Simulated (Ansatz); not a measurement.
Planning a run of Ansatz 0.2.0 on GeH5CBr3N2 (CH(NH2)2GeBr3). The input:

The structure was built from a prototype and need not be the compound's stable phase.

```yaml
crystal:
  lattice:
    - [5.9391948117, -0.0595617958, 0.4977235936]
    - [-0.0595617958, 5.8618311573, 0.0555080471]
    - [0.4977235936, 0.0555080471, 5.9358539308]
  atoms:
    - { symbol: C, position: [-0.0282097529, 0.9336048226, 0.0277765727] }
    - { symbol: H, position: [-0.09429818, 0.7665189356, 0.0936635303] }
    - { symbol: "N", position: [0.8808375156, 0.027105022, 0.863711942] }
    - { symbol: "N", position: [0.1362153539, 0.0268250514, 0.118589968] }
    - { symbol: H, position: [0.7547376751, 0.9432008455, -0.2003769383] }
    - { symbol: H, position: [0.20025202, 0.9427904704, 0.244529105] }
    - { symbol: H, position: [0.9360708792, 0.1810852635, 0.7875393173] }
    - { symbol: H, position: [0.2124702223, 0.1808465556, 1.0635853828] }
    - { symbol: Ge, position: [0.4752761125, 0.5297811285, 0.5241445256] }
    - { symbol: Br, position: [0.4690200572, 0.5099244935, -0.048610243] }
    - { symbol: Br, position: [0.508229185, -0.0363100272, 0.4917525963] }
    - { symbol: Br, position: [0.0482669867, 0.50987784, 0.5307573537] }
kpoints:
  mp_grid: { grid: [4, 4, 4] }
hamiltonian:
  xc: pbe
  pseudopotentials: { kind: paw, azcp: { folder: soft_1 } }
scf:
  occupations: { method: fixed }
gw:
  n_empty_bands: 174
  ecut_chi: 52
  qp_bands: [v4, c4]
  qp_kpoints: band_edges
  screening: { model: contour_deformation }
```

```sh
ansatz run input.yaml --threads 2 --pin off --max-ram 92160MiB --backend cuda --events-out ev --progress --plain --runs-dir out --devices 1 --max-vram 13GiB
```

Q: Estimate wall time and host memory on 1 × NVIDIA H100 80GB HBM3 (shared by 6 runs) with 2 threads of AMD EPYC 7R13 (Zen 3), shared host.

It took 53 s; on shared hardware allow 26 s to 1.8 min. Peak host memory was 1.8 GiB. The sizes that set the cost: 3999 plane waves a state, 36 irreducible k points, 201 bands summed, 175 plane waves in the screening and 10 SCF cycles.

The screening grows as filled bands × empty bands × pairs of k points, times the square of the screening basis for the matrix.

[Paths, hosts, dates, memory and timing lines, banners, echoed tables and standing remarks are left out of the program output.]

[Logs are printed without paths, hosts, clocks, repeated set-up lines and the standing remarks that a program may print on its own settings, such as how far it seeks lower states.]

[Runs of the session that timed out or met a known fault of the program may be left out.]

[Cells called generated may have been cut or substituted from an entry of the Crystallography Open Database or the Materials Project.]

[Hosts, paths, dates, database ids (printed as entryN), source tags and the programs' standing remarks are cut or masked in the printed files.]
